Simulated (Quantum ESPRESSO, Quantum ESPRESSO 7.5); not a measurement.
# CoAl(110), 4 layers against a metal electrode: a series in the charge of the slab

What law, if any, do the results for CoAl(110), 4 layers against a metal electrode follow against the charge of the slab?

Method: plane-wave DFT, PBE, GBRV ultrasoft pseudopotentials, in Quantum ESPRESSO 7.5.

## Step 1: Starting point

Symmetry: Pm-3m, No. 221, cubic system. The conventional cell has a = 2.860 Å, b = 2.860 Å, c = 2.860 Å, α = 90.00°, β = 90.00°, γ = 90.00°. Nearest to Co lie 8 Al at 2.48 Å. Al has 8 Co at 2.48 Å nearest. Farther neighbours are not listed.

Set-up: The slab is relaxed neutral, then held. ESM with bc3: vacuum below and a metal electrode about 6 Å above the top atoms. Cold smearing of 0.02 Ry. Charges are set per cell from the starting area. The slabs take the lattice constants of the bulk relaxed by the same program.

Members 2, 3, 4.5, 6, 7 and 8 took the same steps and show in the table alone.

This run has no spin polarisation, although Co can carry a moment. A spin-polarised state was not tried and may lie lower.

## Step 2: Variable-cell relaxation of the reference

The bulk crystal is relaxed in cell and atoms; the members are built on its lattice constants.

ref.vc.in reads:

```
&control
  prefix = 'ref.vc'
  outdir = './out'
  pseudo_dir = './pseudo'
  nstep = 40
  forc_conv_thr = 0.0003
  calculation = 'vc-relax'
/
&system
  ibrav = 0
  nat = 4
  ntyp = 2
  ecutwfc = 50
  ecutrho = 250
  occupations = 'smearing'
  smearing = 'mv'
  degauss = 0.02
/
&electrons
  conv_thr = 1e-09
  mixing_beta = 0.4
  electron_maxstep = 120
/
&ions
/
&cell
  press_conv_thr = 0.3
/
ATOMIC_SPECIES
  Co  58.9332  co_pbe_v1.2.uspp.F.UPF
  Al  26.9815  al_pbe_v1.uspp.F.UPF
CELL_PARAMETERS angstrom
  2.86000000000000 0.00000000000000 0.00000000000000
  0.00000000000000 4.04465078838705 0.00000000000000
  0.00000000000000 0.00000000000000 4.04465078838705
ATOMIC_POSITIONS crystal
  Co  0.000000000000 0.000000000000 0.000000000000
  Al  0.500000000000 0.500000000000 0.000000000000
  Co  0.000000000000 0.500000000000 0.500000000000
  Al  0.500000000000 0.000000000000 0.500000000000
K_POINTS automatic
  14 10 10 0 0 0
```

The run is started by

```console
OMP_NUM_THREADS=1 mpirun -n 4 pw.x -nk 4 -in ref.vc.in > ref.vc.out
```

The program printed:

```text
Program PWSCF v.7.5 starts
[citation notice left out]

     Parallel version (MPI & OpenMP), running on       4 processor cores
     Number of MPI processes:                 4
     Threads/MPI process:                     1

     MPI processes distributed on     1 nodes
[...]
Current dimensions of program PWSCF are:
     Max number of different atomic species (ntypx) = 10
     Max number of k-points (npk) =  40000
     Max angular momentum in pseudopotentials (lmaxx) =  4
     Found identity + (  0.0000 -0.5000 -0.5000) symmetry
     This is a supercell, fractional translations are disabled
     Message from routine setup:
     using ibrav=0 with symmetry is DISCOURAGED, use correct ibrav instead

     K-points division:     npool     =       4
     Subspace diagonalization in iterative solution of the eigenvalue problem:
     a serial algorithm will be used

     G-vector sticks info
     --------------------
     sticks:   dense  smooth     PW     G-vecs:    dense   smooth      PW
     Sum         829     655    203                21011    15029    2665

     Using Slab Decomposition

     bravais-lattice index     =            0
     lattice parameter (alat)  =       5.4046  a.u.
     unit-cell volume          =     315.7364 (a.u.)^3
     number of atoms/cell      =            4
     number of atomic types    =            2
     number of electrons       =        40.00
     number of Kohn-Sham states=           24
     kinetic-energy cutoff     =      50.0000  Ry
     charge density cutoff     =     250.0000  Ry
     scf convergence threshold =      1.0E-09
     mixing beta               =       0.4000
     number of iterations used =            8  plain     mixing
     energy convergence thresh.=      1.0E-04
     force convergence thresh. =      3.0E-04
     press convergence thresh. =      3.0E-01
     Exchange-correlation= SLA  PW   PBE  PBE
                           (   1   4   3   4   0   0   0)
     nstep                     =           40

     celldm(1)=   5.404617  celldm(2)=   0.000000  celldm(3)=   0.000000
     celldm(4)=   0.000000  celldm(5)=   0.000000  celldm(6)=   0.000000

     crystal axes: (cart. coord. in units of alat)
               a(1) = (   1.000000   0.000000   0.000000 )
               a(2) = (   0.000000   1.414214   0.000000 )
               a(3) = (   0.000000   0.000000   1.414214 )

     reciprocal axes: (cart. coord. in units 2 pi/alat)
               b(1) = (  1.000000  0.000000  0.000000 )
               b(2) = (  0.000000  0.707107  0.000000 )
               b(3) = (  0.000000  0.000000  0.707107 )

     PseudoPot. # 1 for Co read from file:
     ./pseudo/co_pbe_v1.2.uspp.F.UPF
     Pseudo is Ultrasoft + core correction, Zval = 17.0
     Generated by new atomic code, or converted to UPF format
     Using radial grid of  863 points,  6 beta functions with:
                l(1) =   0
                l(2) =   0
                l(3) =   1
                l(4) =   1
                l(5) =   2
                l(6) =   2
     Q(r) pseudized with  8 coefficients,  rinner =    1.200   1.200   1.200
                                                       1.200   1.200

     PseudoPot. # 2 for Al read from file:
     ./pseudo/al_pbe_v1.uspp.F.UPF
     Pseudo is Ultrasoft + core correction, Zval =  3.0
     Generated by new atomic code, or converted to UPF format
     Using radial grid of  893 points,  3 beta functions with:
                l(1) =   0
                l(2) =   1
                l(3) =   2
     Q(r) pseudized with  8 coefficients,  rinner =    0.900   0.900   0.900
                                                       0.900   0.900

     atomic species   valence    mass     pseudopotential
     Co               17.00    58.93320     Co( 1.00)
     Al                3.00    26.98150     Al( 1.00)

     16 Sym. Ops., with inversion, found

   Cartesian axes

     site n.     atom                  positions (alat units)
         1        Co     tau(   1) = (   0.0000000   0.0000000   0.0000000  )
         2        Al     tau(   2) = (   0.5000000   0.7071068   0.0000000  )
         3        Co     tau(   3) = (   0.0000000   0.7071068   0.7071068  )
         4        Al     tau(   4) = (   0.5000000   0.0000000   0.7071068  )

     number of k points=   168  Marzari-Vanderbilt smearing, width (Ry)=  0.0200

     Number of k-points >= 100: set verbosity='high' to print them.

     Dense  grid:    21011 G-vectors     FFT dimensions: (  27,  40,  40)

     Smooth grid:    15029 G-vectors     FFT dimensions: (  25,  36,  36)

     Estimated max dynamical RAM per process >      64.84 MB

     Estimated total dynamical RAM >     243.98 MB

     Check: negative core charge=   -0.000017

     Initial potential from superposition of free atoms

     starting charge      37.9951, renormalised to      40.0000
     Starting wfcs are   34 randomized atomic wfcs

     total cpu time spent up to now is        1.5 secs

     per-process dynamical memory:    53.8 Mb

     Self-consistent Calculation

     iteration #  1     ecut=    50.00 Ry     beta= 0.40
     Davidson diagonalization with overlap
     ethr =  1.00E-02,  avg # of iterations =  3.9

     total cpu time spent up to now is        4.1 secs

     total energy              =    -595.11870771 Ry
     estimated scf accuracy    <      33.78214592 Ry

     iteration #  2     ecut=    50.00 Ry     beta= 0.40
[...]
total energy              =    -608.79581273 Ry
     estimated scf accuracy    <      40.30276973 Ry

     iteration #  3     ecut=    50.00 Ry     beta= 0.40
[...]
total energy              =    -610.30269772 Ry
     estimated scf accuracy    <       6.09707037 Ry

     iteration #  4     ecut=    50.00 Ry     beta= 0.40
[...]
total energy              =    -610.57145843 Ry
     estimated scf accuracy    <       0.76429876 Ry

     iteration #  5     ecut=    50.00 Ry     beta= 0.40
[...]
total energy              =    -610.53381124 Ry
     estimated scf accuracy    <       0.22334564 Ry

     iteration #  6     ecut=    50.00 Ry     beta= 0.40
[...]
total energy              =    -610.56613977 Ry
     estimated scf accuracy    <       0.04736476 Ry

     iteration #  7     ecut=    50.00 Ry     beta= 0.40
[...]
total energy              =    -610.59645224 Ry
[...]
Final enthalpy           =    -610.5612495154 Ry

     File ./out/ref.vc.bfgs deleted, as requested
Begin final coordinates
     new unit-cell volume =    312.47089 a.u.^3 (    46.30341 Ang^3 )
     density =      6.16217 g/cm^3

CELL_PARAMETERS (angstrom)
   2.850054308   0.000000000   0.000000000
   0.000000000   4.030694777   0.000000000
   0.000000000   0.000000000   4.030694777

ATOMIC_POSITIONS (crystal)
Co               0.0000000000        0.0000000000        0.0000000000
Al               0.5000000000        0.5000000000        0.0000000000
Co               0.0000000000        0.5000000000        0.5000000000
Al               0.5000000000        0.0000000000        0.5000000000
End final coordinates

[...]
Final scf calculation at the relaxed structure.
     The G-vectors are recalculated for the final unit cell
     Results may differ from those at the preceding step.

     G-vector sticks info
     --------------------
     sticks:   dense  smooth     PW     G-vecs:    dense   smooth      PW
     Sum         817     651    203                20883    14893    2617

     Using Slab Decomposition

     bravais-lattice index     =            0
     lattice parameter (alat)  =       5.4046  a.u.
     unit-cell volume          =     312.4709 (a.u.)^3
     number of atoms/cell      =            4
     number of atomic types    =            2
     number of electrons       =        40.00
     number of Kohn-Sham states=           24
     kinetic-energy cutoff     =      50.0000  Ry
     charge density cutoff     =     250.0000  Ry
     scf convergence threshold =      1.0E-11
     mixing beta               =       0.4000
     number of iterations used =            8  plain     mixing
     press convergence thresh. =      3.0E-01
     Exchange-correlation= SLA  PW   PBE  PBE
                           (   1   4   3   4   0   0   0)

     celldm(1)=   5.404617  celldm(2)=   0.000000  celldm(3)=   0.000000
     celldm(4)=   0.000000  celldm(5)=   0.000000  celldm(6)=   0.000000

     crystal axes: (cart. coord. in units of alat)
               a(1) = (   0.996522   0.000000   0.000000 )
               a(2) = (   0.000000   1.409334   0.000000 )
               a(3) = (   0.000000   0.000000   1.409334 )

     reciprocal axes: (cart. coord. in units 2 pi/alat)
               b(1) = (  1.003490  0.000000  0.000000 )
               b(2) = (  0.000000  0.709555  0.000000 )
               b(3) = (  0.000000  0.000000  0.709555 )

     PseudoPot. # 1 for Co read from file:
     ./pseudo/co_pbe_v1.2.uspp.F.UPF
     Pseudo is Ultrasoft + core correction, Zval = 17.0
     Generated by new atomic code, or converted to UPF format
     Using radial grid of  863 points,  6 beta functions with:
                l(1) =   0
                l(2) =   0
                l(3) =   1
                l(4) =   1
                l(5) =   2
                l(6) =   2
     Q(r) pseudized with  8 coefficients,  rinner =    1.200   1.200   1.200
                                                       1.200   1.200

     PseudoPot. # 2 for Al read from file:
     ./pseudo/al_pbe_v1.uspp.F.UPF
     Pseudo is Ultrasoft + core correction, Zval =  3.0
     Generated by new atomic code, or converted to UPF format
     Using radial grid of  893 points,  3 beta functions with:
                l(1) =   0
                l(2) =   1
                l(3) =   2
     Q(r) pseudized with  8 coefficients,  rinner =    0.900   0.900   0.900
                                                       0.900   0.900

     atomic species   valence    mass     pseudopotential
     Co               17.00    58.93320     Co( 1.00)
     Al                3.00    26.98150     Al( 1.00)

     16 Sym. Ops., with inversion, found

   Cartesian axes

     site n.     atom                  positions (alat units)
         1        Co     tau(   1) = (   0.0000000   0.0000000   0.0000000  )
         2        Al     tau(   2) = (   0.4982612   0.7046669   0.0000000  )
         3        Co     tau(   3) = (   0.0000000   0.7046669   0.7046669  )
         4        Al     tau(   4) = (   0.4982612   0.0000000   0.7046669  )

     number of k points=   168  Marzari-Vanderbilt smearing, width (Ry)=  0.0200

     Number of k-points >= 100: set verbosity='high' to print them.

     Dense  grid:    20883 G-vectors     FFT dimensions: (  27,  40,  40)

     Smooth grid:    14893 G-vectors     FFT dimensions: (  25,  36,  36)

     Estimated max dynamical RAM per process >      64.69 MB

     Estimated total dynamical RAM >     243.47 MB

     Check: negative core charge=   -0.000018

     Initial potential from superposition of free atoms

     starting charge      37.9951, renormalised to      40.0000
     Starting wfcs are   34 randomized atomic wfcs

     total cpu time spent up to now is       93.6 secs

     per-process dynamical memory:    53.7 Mb

     Self-consistent Calculation

     iteration #  1     ecut=    50.00 Ry     beta= 0.40
     Davidson diagonalization with overlap
     c_bands:  1 eigenvalues not converged
     c_bands:  1 eigenvalues not converged
     c_bands:  1 eigenvalues not converged
     c_bands:  1 eigenvalues not converged
     c_bands:  2 eigenvalues not converged
     c_bands:  2 eigenvalues not converged
     c_bands:  3 eigenvalues not converged
     c_bands:  2 eigenvalues not converged
     c_bands:  1 eigenvalues not converged
     c_bands:  1 eigenvalues not converged
     c_bands:  3 eigenvalues not converged
     c_bands:  1 eigenvalues not converged
     c_bands:  3 eigenvalues not converged
     c_bands:  1 eigenvalues not converged
     c_bands:  2 eigenvalues not converged
     c_bands:  3 eigenvalues not converged
     c_bands:  2 eigenvalues not converged
     c_bands:  1 eigenvalues not converged
     ethr =  1.00E-06,  avg # of iterations = 17.9

     total cpu time spent up to now is      101.7 secs

     total energy              =    -594.85991577 Ry
     estimated scf accuracy    <      34.24194042 Ry

[...]
iteration # 33     ecut=    50.00 Ry     beta= 0.40
[...]
End of self-consistent calculation

     Number of k-points >= 100: set verbosity='high' to print the bands.

     the Fermi energy is    14.3300 ev

!    total energy              =    -610.56117219 Ry
     estimated scf accuracy    <          2.3E-12 Ry
     smearing contrib. (-TS)   =      -0.00077280 Ry
     internal energy E=F+TS    =    -610.56039939 Ry

     The total energy is F=E-TS. E is the sum of the following terms:
     one-electron contribution =    -427.02156196 Ry
     hartree contribution      =     235.08969320 Ry
     xc contribution           =     -74.28171173 Ry
     ewald contribution        =    -344.34681890 Ry

     convergence has been achieved in  33 iterations

     Forces acting on atoms (cartesian axes, Ry/au):

     atom    1 type  1   force =     0.00000000    0.00000000    0.00000000
     atom    2 type  2   force =     0.00000000    0.00000000    0.00000000
     atom    3 type  1   force =     0.00000000    0.00000000    0.00000000
     atom    4 type  2   force =     0.00000000    0.00000000    0.00000000

     Total force =     0.000000     Total SCF correction =     0.000000

     Computing stress (Cartesian axis) and pressure

          total   stress  (Ry/bohr**3)                   (kbar)     P=       -0.11
  -0.00000100   0.00000000   0.00000000           -0.15        0.00        0.00
   0.00000000  -0.00000066   0.00000000            0.00       -0.10        0.00
   0.00000000   0.00000000  -0.00000066            0.00        0.00       -0.10

[...]
=------------------------------------------------------------------------------=
   JOB DONE.
=------------------------------------------------------------------------------=
```

Elapsed: 2.8 min, on 4 MPI ranks of Arm Neoverse V2, shared host; peak memory 0.41 GiB; 11 min of CPU time.

Relaxation path:

```csv
step,energy less that of the first step (eV),largest force (eV/Å),volume (Å³)
1,0.0000,0.0000,46.79
2,-0.0028,0.0000,46.35
3,-0.0028,0.0000,46.30
4,-0.0018,0.0000,46.30
```

```csv
cell as run,before,after,change
a (Å),2.860,2.850,-0.3 %
b (Å),4.045,4.031,-0.3 %
c (Å),4.045,4.031,-0.3 %
volume (Å³/atom),11.70,11.58,-1.0 %
```

The relaxed structure:

```xyz
4
Lattice="2.8501 0.0000 0.0000 0.0000 4.0307 0.0000 0.0000 0.0000 4.0307" Properties=species:S:1:pos:R:3 pbc="T T T"
Co    0.0000    0.0000    0.0000
Al    1.4250    2.0153    0.0000
Co    0.0000    2.0153    2.0153
Al    1.4250    0.0000    2.0153
```

 The last row is no step: it is a fresh SCF in the final cell with a new plane-wave basis, +1 meV from the row before.

Numbers from this step:

* free energy: -8307.1079 eV
* Fermi energy: 14.33 eV

[end of part 1 of 4]

[Logs are printed without paths, hosts, clocks, repeated set-up lines and the standing remarks that a program may print on its own settings, such as how far it seeks lower states.]

[Hosts, paths, dates, database ids (printed as entryN), source tags and the programs' standing remarks are cut or masked in the printed files.]

[Maps of the electrostatic potential energy from Ansatz leave out the sawtooth potential of an applied field or a dipole correction, so their vacuum need not be flat; planar profiles and work functions include it.]
